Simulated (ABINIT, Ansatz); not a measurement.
# CdF2 (Fm-3m): bands and cutoff in G0W0 with ABINIT

Wanted: a converged G0W0 gap of CdF2 (Fm-3m), or an estimate of the limit.

Program: ABINIT 10.8.3. Level of theory: PBE and many-body steps on it, plane waves. Results are calculated unless marked as measured.

## (1) The structure

It takes space group Fm-3m (No. 225, cubic). Conventional cell: a = 5.388 Å, b = 5.388 Å, c = 5.388 Å, α = 90.00°, β = 90.00°, γ = 90.00°. Cd has 8 F at 2.33 Å nearest. Nearest to F lie 4 Cd at 2.33 Å. Farther neighbours and most contacts between anions are not listed.

The cell and positions come from the Crystallography Open Database and are kept as given unless a step says otherwise.

## (2) Empty states on the mesh, 6×6×6 mesh, 276 bands

This step: ABINIT 10.8.3; DFT, PBE, plane waves, norm-conserving pseudopotentials.

The sums over transitions need many empty states on a uniform mesh; this step solves for them.

run.abi

```
acell 3*1.0 Angstrom
rprim 
  0.000000000000 2.694000000000 2.694000000000
  2.694000000000 -0.000000000000 2.694000000000
  2.694000000000 2.694000000000 -0.000000000000
ntypat 2
znucl 48 9
natom 3
typat 1 2 2
xred 
  0.000000000000 0.000000000000 0.000000000000
  0.250000000000 0.250000000000 0.250000000000
  0.750000000000 0.750000000000 0.750000000000
pp_dirpath "pseudos"
pseudos "Cd.upf, F.upf"
ecut 47
ngkpt 6 6 6
nshiftk 1
shiftk 0 0 0
kptopt 1
chksymbreak 0
irdden 1
istwfk *1
nband 276
prtvol 0
optdriver 6
gwr_task "HDIAGO"
paral_kgb 0
occopt 1
indata_prefix "in"
outdata_prefix "out"
tmpdata_prefix "tmp"
```

The run is started by

```
OMP_NUM_THREADS=1 mpirun -n 8 abinit run.abi > log
```

Output:

```text
.Version 10.8.3 of ABINIT. v10.8.2 released Aug 2026.

 Symmetries : space group Fm -3 m (#225); Bravais cF (face-center cubic)
[... echo of the input left out ...]
== DATASET  1 ==================================================================
-   mpi_nproc: 8, omp_nthreads: 1 (-1 if OMP is not activated)

--- !DatasetInfo
iteration_state: {dtset: 1, }
dimensions: {natom: 3, nkpt: 16, mband: 276, nsppol: 1, nspinor: 1, nspden: 1, mpw: 4092, }
cutoff_energies: {ecut:  47.0, pawecutdg:  -1.0, }
[...]
Indirect band gap semiconductor
 Fundamental gap:     3.143 (eV)
   VBM:     3.116 (eV) at k: [-3.3333E-01,  5.0000E-01,  1.6667E-01]
   CBM:     6.259 (eV) at k: [ 0.0000E+00,  0.0000E+00,  0.0000E+00]
 Direct gap:         3.619 (eV) at k: [ 0.0000E+00,  0.0000E+00,  0.0000E+00]

== END DATASET(S) ==============================================================
================================================================================

 -outvars: echo values of variables after computation  --------
           etotal      0.0000000000E+00
            nband         276
             nkpt          16
          spgroup         225
 [... the other variables as echoed above ...]

 Calculation completed.
```

Elapsed: 86 s, on 8 MPI ranks of Arm Neoverse V2, shared host; peak memory 7.6 GiB; 11 min of CPU time.

Numbers from this step:

```yaml
gap: 3.143 eV
k_of_the_valence_top: -0.3333, 0.5, 0.1667
k_of_the_conduction_bottom: 0, 0, 0
least_direct_gap: 3.619 eV
k_points_computed: 16
lowest_point_of_the_top_converged_band_above_the_valence_top: 189.8734 eV
```

On this mesh the gap is 3.143 eV.

The density comes from a self-consistent run that is not shown.

## (3) Screening, 6×6×6 mesh, 48 bands, screening to 95.2 eV

The RPA dielectric matrix is built and inverted for each q.

This step: RPA screening on PBE, plane waves, norm-conserving pseudopotentials.

run.abi: that of step 2 with these lines changed.

```diff
@@ -21,10 +21,11 @@
 chksymbreak 0
-irdden 1
 istwfk *1
-nband 276
-prtvol 0
-optdriver 6
-gwr_task "HDIAGO"
-paral_kgb 0
 occopt 1
+irdwfk 1
+optdriver 3
+nband 48
+ecuteps 3.5
+inclvkb 2
+awtr 1
+symchi 1
 indata_prefix "in"
```

Output:

```text
.Version 10.8.3 of ABINIT. v10.8.2 released Aug 2026.

 Symmetries : space group Fm -3 m (#225); Bravais cF (face-center cubic)
[... echo of the input left out ...]
== DATASET  1 ==================================================================
-   mpi_nproc: 8, omp_nthreads: 1 (-1 if OMP is not activated)

--- !DatasetInfo
iteration_state: {dtset: 1, }
dimensions: {natom: 3, nkpt: 16, mband: 48, nsppol: 1, nspinor: 1, nspden: 1, mpw: 4092, }
cutoff_energies: {ecut:  47.0, pawecutdg:  -1.0, }
electrons: {nelect:   3.40000000E+01, charge:   0.00000000E+00, occopt:   1.00000000E+00, tsmear:   1.00000000E-02, }

 SCREENING: Calculation of the susceptibility and dielectric matrices

 Based on a program developped by R.W. Godby, V. Olevano, G. Onida, and L. Reining.
 Incorporated in ABINIT by V. Olevano, G.-M. Rignanese, and M. Torrent.
.Using double precision arithmetic ; gwpc =  8

[... cell and pseudopotentials left out ...]
--------------------------------------------------------------------------------

 ==== K-mesh for the wavefunctions ====
 Number of points in the irreducible wedge :    16
[... list of points left out ...]
 Together with 48 symmetry operations and time-reversal symmetry
 yields   216 points in the full Brillouin Zone.

 ==== Q-mesh for the screening function ====
 Number of points in the irreducible wedge :    16
[... list of points left out ...]
 Together with 48 symmetry operations and time-reversal symmetry
 yields   216 points in the full Brillouin Zone.

 setmesh: FFT mesh size selected  =    27x   27x   27
          total number of points  =        19683

 vcoul_init : cutoff-mode = AUXILIARY_FUNCTION
 q-points for optical limit:   1
     1)      0.000010    0.000020    0.000030

- screening: taking advantage of time-reversal symmetry
- Maximum band index for partially occupied states nbvw = 17
- Remaining bands to be divided among processors   nbcw = 31
- Number of bands treated by each node ~3

 Number of electrons calculated from density =   34.0000; Expected =   34.0000
 average of density, n =  0.128843
 r_s =    1.2282
 omega_plasma =   34.6246 [eV]

 calculating chi0 at frequencies [eV] :
  1    0.000000E+00    0.000000E+00
  2    0.000000E+00    3.462465E+01

--------------------------------------------------------------------------------
  q-point number  1        q = ( 0.000000, 0.000000, 0.000000) [r.l.u.]
--------------------------------------------------------------------------------
[... chi0 elements left out ...]
 For q-point:  0.000010 0.000020 0.000030
  dielectric constant =   2.7336
  dielectric constant without local fields =   2.8285

  Average fulfillment of the sum rule on Im[epsilon] for q-point    1 :     29.78  [%]
[... wings left out ...]
  q-point number  2        q = ( 0.166667, 0.000000, 0.000000) [r.l.u.]
--------------------------------------------------------------------------------
[... chi0 elements left out ...]
  Average fulfillment of the sum rule on Im[epsilon] for q-point    2 :     50.59  [%]

 [... 14 further q-points ...]
```

It took 25 s on 8 MPI ranks; peak memory 1.8 GiB.

Numbers from this step:

| Item | Value |
| --- | --- |
| ε∞ with local fields, on this mesh, along the program's q direction | 2.734 |
| the same without local fields | 2.829 |
| plasma frequency | 34.62 eV |
| plane waves in the screening matrix | 65 |

Local fields lower ε∞ by 3 %.

## (4) 48 bands, 95.2 eV

The self-energy is evaluated for the states that the input lists, and the levels follow from it, in one-shot runs by the linearised quasiparticle equation.

This step: G0W0 on PBE, plane waves, norm-conserving pseudopotentials.

run.abi: that of step 3 with these lines changed.

```diff
@@ -24,8 +24,17 @@
 irdwfk 1
-optdriver 3
+optdriver 4
 nband 48
+gwcalctyp 0
+ecutsigx 47
+symsigma 1
+nkptgw 2
+kptgw 
+  -0.3333333333 0.5000000000 0.1666666667
+  0.0000000000 0.0000000000 0.0000000000
+bdgw 
+  16 19
+  15 21
 ecuteps 3.5
-inclvkb 2
-awtr 1
-symchi 1
+irdscr 1
+ppmodel 1
 indata_prefix "in"
```

Output:

```text
.Version 10.8.3 of ABINIT. v10.8.2 released Aug 2026.

 Symmetries : space group Fm -3 m (#225); Bravais cF (face-center cubic)
[... echo of the input left out ...]
== DATASET  1 ==================================================================
-   mpi_nproc: 8, omp_nthreads: 1 (-1 if OMP is not activated)

--- !DatasetInfo
iteration_state: {dtset: 1, }
dimensions: {natom: 3, nkpt: 16, mband: 48, nsppol: 1, nspinor: 1, nspden: 1, mpw: 4092, }
cutoff_energies: {ecut:  47.0, pawecutdg:  -1.0, }
electrons: {nelect:   3.40000000E+01, charge:   0.00000000E+00, occopt:   1.00000000E+00, tsmear:   1.00000000E-02, }

 SIGMA: Calculation of the GW corrections

 Based on a program developped by R.W. Godby, V. Olevano, G. Onida, and L. Reining.
 Incorporated in ABINIT by V. Olevano, G.-M. Rignanese, and M. Torrent.
.Using double precision arithmetic ; gwpc =  8

[... cell and pseudopotentials left out ...]
--------------------------------------------------------------------------------

 ==== K-mesh for the wavefunctions ====
 Number of points in the irreducible wedge :    16
[... list of points left out ...]
 Together with 48 symmetry operations and time-reversal symmetry
 yields   216 points in the full Brillouin Zone.

 ==== Q-mesh for screening function ====
 Number of points in the irreducible wedge :    16
[... list of points left out ...]
 Together with 48 symmetry operations and time-reversal symmetry
 yields   216 points in the full Brillouin Zone.

 vcoul_init : cutoff-mode = AUXILIARY_FUNCTION
 q-points for optical limit:   1
     1)      0.000010    0.000020    0.000030
 setmesh: FFT mesh size selected  =    45x   45x   45
          total number of points  =        91125

 Number of electrons calculated from density =   34.0000; Expected =   34.0000
 average of density, n =  0.128843
 r_s =    1.2282
 omega_plasma =   34.6246 [eV]

 === KS Band Gaps ===
  >>>> For spin  1
   Minimum direct gap =   3.6194 [eV], located at k-point      :   0.0000  0.0000  0.0000
   Fundamental gap    =   3.1435 [eV], Top of valence bands at :  -0.3333  0.5000  0.1667
                                       Bottom of conduction at :   0.0000  0.0000  0.0000
 SIGMA fundamental parameters:
 PLASMON POLE MODEL  1
 number of plane-waves for SigmaX                 4015
 number of plane-waves for SigmaC and W             65
 number of plane-waves for wavefunctions          4015
 number of bands                                    48
 number of independent spin polarizations            1
 number of spinorial components                      1
 number of k-points in IBZ                          16
 number of q-points in IBZ                          16
 number of symmetry operations                      48
 number of k-points in BZ                          216
 number of q-points in BZ                          216
 number of frequencies for dSigma/dE                 9
 frequency step for dSigma/dE [eV]                0.25
 number of omega for Sigma on real axis              0
 max omega for Sigma on real axis  [eV]           0.00
 zcut for avoiding poles [eV]                     0.10

 EPSILON^-1 parameters (SCR file):
 dimension of the eps^-1 matrix on file             65
 dimension of the eps^-1 matrix used                65
 number of plane-waves for wavefunctions          4015
 number of bands                                    48
 number of q-points in IBZ                          16
 number of frequencies                               2
 number of real frequencies                          1
 number of imag frequencies                          1

 matrix elements of self-energy operator (all in [eV])

 Perturbative Calculation

--- !SelfEnergy_ee
iteration_state: {dtset: 1, }
kpoint     : [  -0.333,    0.500,    0.167, ]
spin       : 1
KS_gap     :    8.104
QP_gap     :   11.762
Delta_QP_KS:    3.658
data: !SigmaeeData |
     Band     E0 <VxcDFT>   SigX SigC(E0)      Z dSigC/dE  Sig(E)    E-E0       E
       16   2.556 -23.170 -30.675   5.825   0.795  -0.258 -24.505  -1.334   1.222
       17   3.116 -24.363 -31.626   5.655   0.805  -0.242 -25.658  -1.295   1.821
       18  11.220 -16.654 -10.660  -3.245   0.859  -0.164 -14.292   2.363  13.583
       19  13.841 -12.430  -7.075  -3.566   0.869  -0.150 -10.875   1.556  15.396

--- !SelfEnergy_ee
iteration_state: {dtset: 1, }
kpoint     : [   0.000,    0.000,    0.000, ]
spin       : 1
KS_gap     :    3.619
QP_gap     :    6.282
Delta_QP_KS:    2.662
data: !SigmaeeData |
     Band     E0 <VxcDFT>   SigX SigC(E0)      Z dSigC/dE  Sig(E)    E-E0       E
       15   2.640 -24.993 -32.399   5.525   0.817  -0.224 -26.529  -1.536   1.103
       16   2.640 -24.993 -32.399   5.525   0.817  -0.224 -26.529  -1.536   1.103
       17   2.640 -24.993 -32.399   5.525   0.817  -0.224 -26.529  -1.536   1.103
       18   6.259 -12.403  -8.016  -3.104   0.877  -0.140 -11.277   1.126   7.385
       19  15.876 -10.203  -4.681  -3.768   0.875  -0.143  -8.669   1.534  17.409
       20  15.876 -10.203  -4.681  -3.768   0.875  -0.143  -8.669   1.534  17.409
       21  15.876 -10.203  -4.681  -3.768   0.875  -0.143  -8.669   1.534  17.409

== END DATASET(S) ==============================================================
================================================================================

 -outvars: echo values of variables after computation  --------
           etotal      0.0000000000E+00
            nband          48
             nkpt          16
          spgroup         225
 [... the other variables as echoed above ...]

 Calculation completed.
```

Wall time 4.5 s (8 MPI ranks); peak memory 1.9 GiB; 35 s of CPU time.

This step gave:

```
G0W0 gap on the points computed              : 5.564 eV
starting gap on the mesh                     : 3.143 eV
k of the valence top                         : -0.3333, 0.5, 0.1667
k of the conduction bottom                   : 0, 0, 0
Z at the valence top                         : 0.805
Z at the conduction bottom                   : 0.877
least direct G0W0 gap on the computed points : 6.282 eV
```

The gap on the mesh goes from 3.14 eV to 5.56 eV, a correction of +2.42 eV.

## (5) Screening, 6×6×6 mesh, 119 bands, screening to 176.9 eV

This step: RPA screening on PBE, plane waves, norm-conserving pseudopotentials.

run.abi: that of step 4 with these lines changed.

```diff
@@ -24,17 +24,8 @@
 irdwfk 1
-optdriver 4
-nband 48
-gwcalctyp 0
-ecutsigx 47
-symsigma 1
-nkptgw 2
-kptgw 
-  -0.3333333333 0.5000000000 0.1666666667
-  0.0000000000 0.0000000000 0.0000000000
-bdgw 
-  16 19
-  15 21
-ecuteps 3.5
-irdscr 1
-ppmodel 1
+optdriver 3
+nband 119
+ecuteps 6.5
+inclvkb 2
+awtr 1
+symchi 1
 indata_prefix "in"
```

Output:

```text
.Version 10.8.3 of ABINIT. v10.8.2 released Aug 2026.

 Symmetries : space group Fm -3 m (#225); Bravais cF (face-center cubic)
[... echo of the input left out ...]
== DATASET  1 ==================================================================
-   mpi_nproc: 8, omp_nthreads: 1 (-1 if OMP is not activated)

--- !DatasetInfo
iteration_state: {dtset: 1, }
dimensions: {natom: 3, nkpt: 16, mband: 119, nsppol: 1, nspinor: 1, nspden: 1, mpw: 4092, }
cutoff_energies: {ecut:  47.0, pawecutdg:  -1.0, }
electrons: {nelect:   3.40000000E+01, charge:   0.00000000E+00, occopt:   1.00000000E+00, tsmear:   1.00000000E-02, }

 SCREENING: Calculation of the susceptibility and dielectric matrices

 Based on a program developped by R.W. Godby, V. Olevano, G. Onida, and L. Reining.
 Incorporated in ABINIT by V. Olevano, G.-M. Rignanese, and M. Torrent.
.Using double precision arithmetic ; gwpc =  8

[... cell and pseudopotentials left out ...]
--------------------------------------------------------------------------------

 ==== K-mesh for the wavefunctions ====
 Number of points in the irreducible wedge :    16
[... list of points left out ...]
 Together with 48 symmetry operations and time-reversal symmetry
 yields   216 points in the full Brillouin Zone.

 ==== Q-mesh for the screening function ====
 Number of points in the irreducible wedge :    16
[... list of points left out ...]
 Together with 48 symmetry operations and time-reversal symmetry
 yields   216 points in the full Brillouin Zone.

 setmesh: FFT mesh size selected  =    32x   32x   32
          total number of points  =        32768

 vcoul_init : cutoff-mode = AUXILIARY_FUNCTION
 q-points for optical limit:   1
     1)      0.000010    0.000020    0.000030

- screening: taking advantage of time-reversal symmetry
- Maximum band index for partially occupied states nbvw = 17
- Remaining bands to be divided among processors   nbcw = 102
- Number of bands treated by each node ~12

 Number of electrons calculated from density =   34.0000; Expected =   34.0000
 average of density, n =  0.128843
 r_s =    1.2282
 omega_plasma =   34.6246 [eV]

 calculating chi0 at frequencies [eV] :
  1    0.000000E+00    0.000000E+00
  2    0.000000E+00    3.462465E+01

--------------------------------------------------------------------------------
  q-point number  1        q = ( 0.000000, 0.000000, 0.000000) [r.l.u.]
--------------------------------------------------------------------------------
[... chi0 elements left out ...]
 For q-point:  0.000010 0.000020 0.000030
  dielectric constant =   2.7379
  dielectric constant without local fields =   2.9011

  Average fulfillment of the sum rule on Im[epsilon] for q-point    1 :     64.45  [%]
[... wings left out ...]
  q-point number  2        q = ( 0.166667, 0.000000, 0.000000) [r.l.u.]
--------------------------------------------------------------------------------
[... chi0 elements left out ...]
  Average fulfillment of the sum rule on Im[epsilon] for q-point    2 :     80.70  [%]

 [... 14 further q-points ...]
```

Run time: 2 min. Hardware: 8 MPI ranks; peak memory 3.2 GiB.

This step gave:

```yaml
eps_infinity_with_local_fields_on_this_mesh_along_the_program_s_q_direction: 2.738
the_same_without_local_fields: 2.901
plasma_frequency: 34.62 eV
plane_waves_in_the_screening_matrix: 181
```

[end of part 1 of 2]

[Paths, hosts, dates, memory and timing lines, banners, echoed tables and standing remarks are left out of the program output.]

[Logs are printed without paths, hosts, clocks, repeated set-up lines and the standing remarks that a program may print on its own settings, such as how far it seeks lower states.]

[Runs of the session that timed out or met a known fault of the program may be left out.]

[No measured gap is set beside runs whose start may be inverted or whose files or cutoffs have a known fault.]

[Hosts, paths, dates, database ids (printed as entryN), source tags and the programs' standing remarks are cut or masked in the printed files.]

[G0W0 gaps are taken among the corrected bands and points alone; a level outside them can change the order at an edge.]

[Where Ansatz stands beside ABINIT at settings called matched, ABINIT's density can come from a denser mesh and the files from another edition; pairs whose starting gaps differed by over 0.03 eV were left out, so agreement reads better than it is.]
